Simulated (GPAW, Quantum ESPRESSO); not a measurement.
## In K ELNES/XANES of In (I4/mmm) from DFT

Aim: the In K edge of In (I4/mmm) by two routes, a Lanczos recursion (XSpectra) and a sum over empty bands (GPAW), to see which features are robust.

Program: Quantum ESPRESSO 7.5. Level of theory: core-hole supercells, plane-wave PAW LDA (first program; GPAW 26.7.0 follows as the second). Results are calculated unless marked as measured.

## (1) The starting structure

The structure is tetragonal, space group I4/mmm (No. 139). The conventional cell has a = 3.251 Å, b = 3.251 Å, c = 4.947 Å, α = 90.00°, β = 90.00°, γ = 90.00°. In has 12 In at 3.25 to 3.38 Å nearest.

## (2) The field without a hole (Quantum ESPRESSO)

The ground state comes first: it tells whether the system has a gap, which decides how the excited electron is treated.

The PAW data sets are made with ld1.x, with reconstruction data.

scf.in reads:

```
&control
   calculation='scf', prefix='x', pseudo_dir='../pp', outdir='tmp', tprnfor=.true.
/
&system
   ibrav=0, nat=1, ntyp=1, nbnd=11
   ecutwfc=41, ecutrho=240
   occupations='smearing', smearing='mv', degauss=0.015
/
&electrons
   conv_thr=1.0e-08, electron_maxstep=120
   mixing_beta=0.5
/
ATOMIC_SPECIES
In3 1.0 In.lda-dn-kjpaw.UPF
CELL_PARAMETERS angstrom
  -1.62547000 1.62547000 2.47370000
  1.62547000 -1.62547000 2.47370000
  1.62547000 1.62547000 -2.47370000
ATOMIC_POSITIONS crystal
In3  0.00000000 0.00000000 0.00000000
K_POINTS automatic
11 11 11 0 0 0
```

Command:

```sh
$ OMP_NUM_THREADS=1 mpirun --oversubscribe --bind-to none -np 8 pw.x -nk 8 -in scf.in > scf.out
```

The program printed:

```text
     [... banner and references ...]
using ibrav=0 with symmetry is DISCOURAGED, use correct ibrav instead

     G-vector sticks info
     --------------------

     Using Slab Decomposition

     bravais-lattice index     =            0
     lattice parameter (alat)  =       6.3814  a.u.
     unit-cell volume          =     176.4256 (a.u.)^3
     number of atoms/cell      =            1
     number of atomic types    =            1
     number of electrons       =        13.00
     number of Kohn-Sham states=           11
     kinetic-energy cutoff     =      41.0000  Ry
     charge density cutoff     =     240.0000  Ry
     scf convergence threshold =      1.0E-08
     mixing beta               =       0.5000
     number of iterations used =            8  plain     mixing
     Exchange-correlation= SLA  PZ   NOGX NOGC
                           (   1   1   0   0   0   0   0)

     celldm(1)=   6.381428  celldm(2)=   0.000000  celldm(3)=   0.000000
     celldm(4)=   0.000000  celldm(5)=   0.000000  celldm(6)=   0.000000

     crystal axes: (cart. coord. in units of alat)
               a(1) = (  -0.481349   0.481349   0.732534 )
               a(2) = (   0.481349  -0.481349   0.732534 )
               a(3) = (   0.481349   0.481349  -0.732534 )

     reciprocal axes: (cart. coord. in units 2 pi/alat)
               b(1) = (  0.000000  1.038748  0.682562 )
               b(2) = (  1.038748  0.000000  0.682562 )
               b(3) = (  1.038748  1.038748  0.000000 )

     PseudoPot. #1 for In:     Pseudo is Projector augmented-wave + core cor, Zval = 13.0

     atomic species   valence    mass     pseudopotential
     In3              13.00     1.00000     In( 1.00)

     16 Sym. Ops., with inversion, found

   Cartesian axes

     site n.     atom                  positions (alat units)
         1        In3    tau(   1) = (   0.0000000   0.0000000   0.0000000  )

     number of k points=   126  Marzari-Vanderbilt smearing, width (Ry)=  0.0150

     Number of k-points >= 100: set verbosity='high' to print them.

     Dense  grid:    11099 G-vectors     FFT dimensions: (  32,  32,  32)

     Smooth grid:     6195 G-vectors     FFT dimensions: (  27,  27,  27)

     Initial potential from superposition of free atoms

     starting charge      12.9973, renormalised to      13.0000
     Starting wfcs are    9 randomized atomic wfcs +    2 random wfcs
     Checking if some PAW data can be deallocated...

     per-process dynamical memory:    15.4 Mb

     Self-consistent Calculation

     iteration #  1     ecut=    41.00 Ry     beta= 0.50
     Davidson diagonalization with overlap
     ethr =  1.00E-02,  avg # of iterations =  4.7

     Threshold (ethr) on eigenvalues was too large:
     Diagonalizing with lowered threshold

     Davidson diagonalization with overlap
     ethr =  4.81E-05,  avg # of iterations =  4.2

     total energy              =    -400.33795701 Ry
     estimated scf accuracy    <       0.00609145 Ry

     iteration #  2     ecut=    41.00 Ry     beta= 0.50
     Davidson diagonalization with overlap
     ethr =  4.69E-05,  avg # of iterations =  2.0

     total energy              =    -400.33876003 Ry
     estimated scf accuracy    <       0.00048061 Ry

     iteration #  3     ecut=    41.00 Ry     beta= 0.50
     Davidson diagonalization with overlap
     ethr =  3.70E-06,  avg # of iterations =  2.6

     total energy              =    -400.33877323 Ry
     estimated scf accuracy    <       0.00006985 Ry

     iteration #  4     ecut=    41.00 Ry     beta= 0.50
     Davidson diagonalization with overlap
     c_bands:  1 eigenvalues not converged
     ethr =  5.37E-07,  avg # of iterations =  2.1

     total energy              =    -400.33878004 Ry
     estimated scf accuracy    <       0.00000043 Ry

     iteration #  5     ecut=    41.00 Ry     beta= 0.50
     Davidson diagonalization with overlap
     ethr =  3.30E-09,  avg # of iterations =  4.5

     total energy              =    -400.33878073 Ry
     estimated scf accuracy    <       0.00000042 Ry

     iteration #  6     ecut=    41.00 Ry     beta= 0.50
     Davidson diagonalization with overlap
     ethr =  3.22E-09,  avg # of iterations =  2.0

     End of self-consistent calculation

     Number of k-points >= 100: set verbosity='high' to print the bands.

     the Fermi energy is     9.9819 ev

!    total energy              =    -400.33878080 Ry
     total all-electron energy =    -11753.116841 Ry
     estimated scf accuracy    <          4.2E-10 Ry
     smearing contrib. (-TS)   =      -0.00003462 Ry
     internal energy E=F+TS    =    -400.33874619 Ry

     The total energy is F=E-TS. E is the sum of the following terms:
     one-electron contribution =     -34.37942243 Ry
     hartree contribution      =      29.45138088 Ry
     xc contribution           =     -45.46161870 Ry
     ewald contribution        =     -87.01998028 Ry
     one-center paw contrib.   =    -262.92910565 Ry

     convergence has been achieved in   6 iterations

     Forces acting on atoms (cartesian axes, Ry/au):

     atom    1 type  1   force =     0.00000000    0.00000000    0.00000000

     Total force =     0.000000     Total SCF correction =     0.000000

     XML data file, charge density, pseudopotentials, collected wavefunctions

=------------------------------------------------------------------------------=
   JOB DONE.
=------------------------------------------------------------------------------=
```

Run time: 3.2 s. Hardware: 8 MPI ranks of Arm Neoverse V1, shared host; peak memory 0.05 GiB.

Absorbing atoms carry a label of their own (element plus a letter or digit), as the spectrum program needs them as separate species.

The mesh shows no gap, so the system is treated as a metal and the core electron is put at the Fermi level (neutral cell).

## (3) Spectrum without a core hole, In atom 1 (Quantum ESPRESSO)

This cheap baseline ignores the attraction of the hole: it shows the absorber's empty states as they are in the ground state.

The absorber has 4 In at 3.25 Å and 8 In at 3.38 Å (distorted cuboctahedral, site symmetry 4/mmm).

xspectra.in reads:

```
&input_xspectra
   calculation='xanes_dipole', edge='K'
   prefix='x', outdir='tmp', xiabs=1, xe0=9.9819
   xonly_plot=.false., x_save_file='xanes.sav'
   xniter=3000, xcheck_conv=20, xerror=0.005
   xcoordcrys=.false., xepsilon(1)=1, xepsilon(2)=0, xepsilon(3)=0
/
&plot
   xnepoint=501, xemin=-10, xemax=70, terminator=.true., cut_occ_states=.true.
   xgamma=0.4
/
&pseudos
   filecore='../In.wfc'
/
&cut_occ
   cut_desmooth=0.1, cut_stepl=0.05, cut_stepu=0.05, cut_ierror=1e-5
/
10 10 10 0 0 0
```

Command:

```sh
$ OMP_NUM_THREADS=1 mpirun --oversubscribe --bind-to none -np 8 xspectra.x -nk 8 -in xspectra.in > xspectra.out
```

The program printed:

```text
     [... banner and references ...]
Reading input_file

     calculation: xanes_dipole

     xepsilon  [cartesian coordinates]:   1.000000   0.000000   0.000000

     xonly_plot: FALSE
        => complete calculation: Lanczos + spectrum plot

     filecore (core-wavefunction file): ../In.wfc

     main plot parameters:
        cut_occ_states: TRUE
        gamma_mode:  constant
        -> using xgamma [eV]:  0.40
        xemin [eV]: -10.00
        xemax [eV]:  70.00
        xnepoint:  501
        xe0 [eV]:   9.981900 (energy zero read in input file)

[...]
x_save_file name:
     ->  xanes.sav
     x_save_file version:  2

     ... End STEP 1 ...

     ... Begin STEP 2 ...

     The spectrum is calculated using the following parameters:
        xe0 [eV]:    9.9819
        the occupied states are elimintate from the spectrum
        xemin [eV]: -10.00
        xemax [eV]:  70.00
        xnepoint:  501
        constant broadening parameter [eV]:    0.400
        Core level energy [eV]: -0.2794E+05
         (from electron binding energy of neutral atoms in X-ray data booklet)

     Cross-section successfully written in xanes.dat

     ... End STEP 2 ...

                                END JOB XSpectra
```

It took 40 s on 8 MPI ranks; peak memory 0.1 GiB.

The core hole lives too briefly for so narrow a line (tabulated full width 7.9 eV). The run keeps xgamma small, and the tables are broadened afterwards: Lorentzian half width 3.96 eV (not a setting of the program: the run's 0.4 eV curve was folded afterwards with a further Lorentzian).

The In K spectrum, In atom 1, no core hole (energy from the energy zero of the input (xe0, at the border of filled and empty states); intensity scaled to a mean of 1 over the first 20 eV; folded afterwards to Lorentzian half width 3.96 eV; the points at xe0, where the cut of filled states can leave a spike, are interpolated; polarised curves are means over the symmetry-equivalent atoms):

| E (eV) | isotropic | ε ⊥ c | ε ∥ c |
| --- | --- | --- | --- |
| -2.0 | 0.42 | 0.42 | 0.44 |
| -1.5 | 0.47 | 0.46 | 0.49 |
| -1.0 | 0.51 | 0.50 | 0.54 |
| -0.5 | 0.57 | 0.56 | 0.59 |
| 0.0 | 0.62 | 0.61 | 0.65 |
| 0.5 | 0.68 | 0.67 | 0.71 |
| 1.0 | 0.74 | 0.72 | 0.77 |
| 1.5 | 0.80 | 0.78 | 0.82 |
| 2.0 | 0.85 | 0.84 | 0.88 |
| 2.5 | 0.90 | 0.89 | 0.93 |
| 3.0 | 0.95 | 0.94 | 0.98 |
| 3.5 | 1.00 | 0.98 | 1.03 |
| 4.0 | 1.03 | 1.02 | 1.06 |
| 4.5 | 1.07 | 1.05 | 1.09 |
| 5.0 | 1.09 | 1.08 | 1.11 |
| 5.5 | 1.11 | 1.10 | 1.13 |
| 6.0 | 1.12 | 1.12 | 1.14 |
| 6.5 | 1.13 | 1.13 | 1.14 |
| 7.0 | 1.13 | 1.13 | 1.13 |
| 7.5 | 1.13 | 1.13 | 1.12 |
| 8.0 | 1.12 | 1.12 | 1.11 |
| 8.5 | 1.11 | 1.11 | 1.09 |
| 9.0 | 1.09 | 1.10 | 1.07 |
| 9.5 | 1.07 | 1.09 | 1.05 |
| 10.0 | 1.06 | 1.07 | 1.03 |
| 10.5 | 1.04 | 1.05 | 1.01 |
| 11.0 | 1.02 | 1.04 | 0.99 |
| 11.5 | 1.00 | 1.02 | 0.98 |
| 12.0 | 0.99 | 1.00 | 0.97 |
| 12.5 | 0.97 | 0.98 | 0.96 |
| 13.0 | 0.96 | 0.97 | 0.95 |
| 13.5 | 0.95 | 0.96 | 0.95 |
| 14.0 | 0.95 | 0.95 | 0.95 |
| 14.5 | 0.95 | 0.94 | 0.96 |
| 15.0 | 0.95 | 0.94 | 0.97 |
| 15.5 | 0.96 | 0.95 | 0.98 |
| 16.0 | 0.97 | 0.95 | 0.99 |
| 16.5 | 0.98 | 0.96 | 1.01 |
| 17.0 | 0.99 | 0.98 | 1.02 |
| 17.5 | 1.01 | 0.99 | 1.04 |
| 18.0 | 1.03 | 1.01 | 1.06 |
| 18.5 | 1.05 | 1.03 | 1.08 |
| 19.0 | 1.07 | 1.06 | 1.10 |
| 19.5 | 1.09 | 1.08 | 1.13 |
| 20.0 | 1.12 | 1.10 | 1.15 |
| 20.5 | 1.14 | 1.12 | 1.17 |
| 21.0 | 1.16 | 1.15 | 1.19 |
| 21.5 | 1.18 | 1.17 | 1.20 |
| 22.0 | 1.19 | 1.18 | 1.21 |
| 22.5 | 1.20 | 1.20 | 1.21 |
| 23.0 | 1.21 | 1.21 | 1.21 |
| 23.5 | 1.21 | 1.22 | 1.20 |
| 24.0 | 1.21 | 1.22 | 1.19 |
| 24.5 | 1.20 | 1.22 | 1.17 |
| 25.0 | 1.19 | 1.21 | 1.16 |
| 25.5 | 1.18 | 1.20 | 1.14 |
| 26.0 | 1.17 | 1.19 | 1.13 |
| 26.5 | 1.15 | 1.18 | 1.11 |
| 27.0 | 1.14 | 1.16 | 1.11 |
| 27.5 | 1.13 | 1.14 | 1.10 |
| 28.0 | 1.12 | 1.13 | 1.10 |
| 28.5 | 1.11 | 1.11 | 1.10 |
| 29.0 | 1.10 | 1.10 | 1.10 |
| 29.5 | 1.10 | 1.09 | 1.10 |
| 30.0 | 1.09 | 1.09 | 1.10 |
| 30.5 | 1.09 | 1.09 | 1.10 |
| 31.0 | 1.09 | 1.09 | 1.10 |
| 31.5 | 1.09 | 1.09 | 1.10 |
| 32.0 | 1.10 | 1.10 | 1.10 |

Main maxima below 30 eV (height): 6.8 eV (1.13) and 23.4 eV (1.21). A K edge sees empty p states on the absorber.

## (4) Supercell without a hole, the energy reference (Quantum ESPRESSO)

The photon energy needs a difference of total energies, so the cell and mesh of the coming hole run are first run without a hole.

scf.in reads:

```
&control
   calculation='scf', prefix='x', pseudo_dir='../pp', outdir='tmp', tprnfor=.true.
/
&system
   ibrav=0, nat=8, ntyp=1, nbnd=64
   ecutwfc=41, ecutrho=240
   occupations='smearing', smearing='mv', degauss=0.015
/
&electrons
   conv_thr=8.0e-08, electron_maxstep=120
   mixing_beta=0.5
/
ATOMIC_SPECIES
In 1.0 In.lda-dn-kjpaw.UPF
CELL_PARAMETERS angstrom
  0.00000000 -6.50188000 0.00000000
  -6.50188000 0.00000000 0.00000000
  3.25094000 -3.25094000 -4.94740000
ATOMIC_POSITIONS crystal
In   0.00000000 0.00000000 0.00000000
In   0.00000000 0.00000000 0.50000000
In   0.50000000 0.00000000 0.00000000
In   0.00000000 0.50000000 0.00000000
In   0.50000000 0.00000000 0.50000000
In   0.00000000 0.50000000 0.50000000
In   0.50000000 0.50000000 0.00000000
In   0.50000000 0.50000000 0.50000000
K_POINTS automatic
5 5 5 0 0 0
```

Command:

```sh
$ OMP_NUM_THREADS=1 mpirun --oversubscribe --bind-to none -np 8 pw.x -nk 8 -in scf.in > scf.out
```

The program printed:

```text
     [... banner and references ...]
[banner, memory and clock lines left out]
Found identity + ( -0.0000  0.0000 -0.5000) symmetry
     This is a supercell, fractional translations are disabled
     using ibrav=0 with symmetry is DISCOURAGED, use correct ibrav instead

     G-vector sticks info

     bravais-lattice index     =            0
     lattice parameter (alat)  =      12.2868  a.u.
     unit-cell volume          =    1411.4046 (a.u.)^3
[...]
atom    1 type  1   force =     0.00000000   -0.00000000   -0.00000000
     atom    2 type  1   force =    -0.00000000    0.00000000   -0.00000000
     atom    3 type  1   force =     0.00000000   -0.00000000    0.00000000
[...]
atom    7 type  1   force =     0.00000000   -0.00000000    0.00000000
     atom    8 type  1   force =     0.00000000   -0.00000000    0.00000000

     Total force =     0.000000     Total SCF correction =     0.000000

     XML data file, charge density, pseudopotentials, collected wavefunctions
[key lines of the parts left out:]
!    total energy              =   -3202.71386314 Ry
the Fermi energy is     9.9026 ev
convergence has been achieved in   7 iterations
```

Run time: 37 s. Hardware: 8 MPI ranks; peak memory 0.16 GiB.

Reference energy: -1279274.457 eV with the cores included.

## (5) The atom with a core hole (Quantum ESPRESSO)

The final state has one core electron fewer, so a PAW data set is made for an atom with that hole.

In.lda-dn-kjpaw-1sch.ld1.in reads:

```
&input
   title='In', zed=49., rel=1, iswitch=3, dft='PZ',
   config='1s1 2s2 2p6 3s2 3p6 3d10 4s2 4p6 5s2 5p2 4d10'
/
&inputp
   file_pseudopw='In.lda-dn-kjpaw-1sch.UPF', author='',
   lpaw=.true.,
   pseudotype=3,
   lloc=-1,
   rcloc=1.9,
   which_augfun='PSQ',
   rmatch_augfun_nc=.true.,
   nlcc=.true.,
   new_core_ps=.true.,
   rcore=1.2,
   tm=.true.,
   zval=14,
   lgipaw_reconstruction=.true., use_paw_as_gipaw=.true.
/
6
5S  1  0  2.00  0.00  1.80  2.00  0.0
5S  1  0  0.00  3.00  1.80  2.00  0.0
5P  2  1  2.00  0.00  1.90  2.50  0.0
5P  2  1  0.00  6.00  1.90  2.50  0.0
4D  3  2  10.00  0.00  1.40  1.70  0.0
4D  3  2  0.00  5.00  1.40  1.70  0.0
```

Command:

```sh
$ ld1.x < In.lda-dn-kjpaw-1sch.ld1.in > In.lda-dn-kjpaw-1sch.ld1.out
```

The program printed:

```text
     [... banner and references ...]
PAW data will be used for GIPAW calculation
     --------------------------- All-electron run ----------------------------

     In
     scalar relativistic calculation

     atomic number is 49.00
     dft =PZ   lsd =0 sic =0 latt =0  beta=0.20 tr2=1.0E-14
     Exchange-correlation= PZ
                           (   1   1   0   0   0   0   0)
     mesh =1241 r(mesh) = 100.30140 a.u. xmin = -7.00 dx = 0.01250
     1 Ry =  13.60569312 eV, c = 137.03599908

     n l     nl                  e(Ry)          e(Ha)          e(eV)
     1 0     1S 1( 1.00)     -2084.6193     -1042.3097    -28362.6907
     2 0     2S 1( 2.00)      -317.4475      -158.7237     -4319.0931
     2 1     2P 1( 6.00)      -288.3045      -144.1523     -3922.5831
[...]
3 2     3D 1(10.00)       -34.9086       -17.4543      -474.9561
[...]
4 2     4D 1(10.00)        -1.9202        -0.9601       -26.1251

     final scf error:  8.8E-15 reached in  46 iterations

     Etot =   -9693.024261 Ry,   -4846.512130 Ha, -131880.313523 eV

     Ekin =   10032.234067 Ry,    5016.117034 Ha,  136495.498058 eV
     Encl =  -23921.665279 Ry,  -11960.832640 Ha, -325470.836777 eV
     Eh   =    4475.232259 Ry,    2237.616130 Ha,   60888.636773 eV
     Exc  =    -278.825308 Ry,    -139.412654 Ha,   -3793.611577 eV

     normalization and overlap integrals

     s(1S/1S) =  1.000000  <r> =   0.0295  <r2> =    0.0012  r(max) =   0.0192
     s(1S/2S) = -0.012882
     s(1S/3S) = -0.005388
     s(1S/4S) = -0.002409
[...]
s(2S/2S) =  1.000000  <r> =   0.1268  <r2> =    0.0189  r(max) =   0.1076
[...]
s(2P/2P) =  1.000000  <r> =   0.1099  <r2> =    0.0147  r(max) =   0.0849
[...]
Encl =  -23921.665279 Ry,  -11960.832640 Ha, -325470.836777 eV
     Eh   =    4475.232259 Ry,    2237.616130 Ha,   60888.636773 eV
     Exc  =    -278.825308 Ry,    -139.412654 Ha,   -3793.611577 eV

     normalization and overlap integrals

[...]
s(3S/5S) = -0.000299
[...]
s(3P/5P) = -0.000195
     s(3D/3D) =  1.000000  <r> =   0.3146  <r2> =    0.1175  r(max) =   0.2517
     s(3D/4D) = -0.000526
     s(4S/4S) =  1.000000  <r> =   0.8239  <r2> =    0.7687  r(max) =   0.7469
     s(4S/5S) = -0.000186
     s(4P/4P) =  1.000000  <r> =   0.8868  <r2> =    0.8996  r(max) =   0.7852
     s(4P/5P) = -0.000119
     s(5S/5S) =  1.000000  <r> =   2.4028  <r2> =    6.6024  r(max) =   2.0303
     s(5P/5P) =  1.000000  <r> =   3.2180  <r2> =   12.1293  r(max) =   2.5426
     s(4D/4D) =  1.000000  <r> =   1.0989  <r2> =    1.4388  r(max) =   0.8897

     ------------------------ End of All-electron run ------------------------

     ---------------------- Testing the pseudopotential ----------------------

     In
     scalar relativistic calculation

     atomic number is 49.00   valence charge is 14.00
     dft = SLA  PZ   NOGX NOGC   lsd =0 sic =0 latt =0  beta=0.20 tr2=1.0E-14
     mesh =1241 r(mesh) = 100.30140 xmin = -7.00 dx = 0.01250

     n l     nl             e AE (Ry)        e PS (Ry)    De AE-PS (Ry)
     1 0     5S   1( 2.00)       -0.78260       -0.78260        0.00000
     2 1     5P   1( 2.00)       -0.28622       -0.28622        0.00000
     3 2     4D   1(10.00)       -1.92016       -1.92016        0.00000

     eps = 5.8E-16  iter =  4

     Etot =   -9693.024261 Ry,   -4846.512130 Ha, -131880.313523 eV
     Etotps =  -391.239720 Ry,    -195.619860 Ha,   -5323.087568 eV

     Ekin =     258.038315 Ry,     129.019157 Ha,    3510.790127 eV
     Encl =    -491.358743 Ry,    -245.679371 Ha,   -6685.276270 eV
     Ehrt =     120.906007 Ry,      60.453004 Ha,    1645.010031 eV
     Ecxc =    -278.825299 Ry,    -139.412650 Ha,   -3793.611457 eV
     (Ecc =     -23.858542 Ry,     -11.929271 Ha,    -324.612007 eV)

     ---------------------- End of pseudopotential test ----------------------
```

It took 0.92 s on 1 MPI rank; peak memory 0.13 GiB.

Removing the core electron and adding it to the valence shell costs the free atom 28025.9 eV.

(Continued in part 2 of 4.)

[Banner, clock and machine lines of the logs are left out without a mark of their own.]

[Logs are printed without paths, hosts, clocks, repeated set-up lines and the standing remarks that a program may print on its own settings, such as how far it seeks lower states.]

[Hosts, paths, dates, database ids (printed as entryN), source tags and the programs' standing remarks are cut or masked in the printed files.]

[Lists of maxima count a maximum above −3 eV only where it reaches 4 % of the highest in the window and stands out from its surroundings by 2 % of it (1.5 % where it reaches 55 %); shoulders and weaker maxima are passed over, and of the rest the first, up to two pre-edge ones and the few strongest are named.]
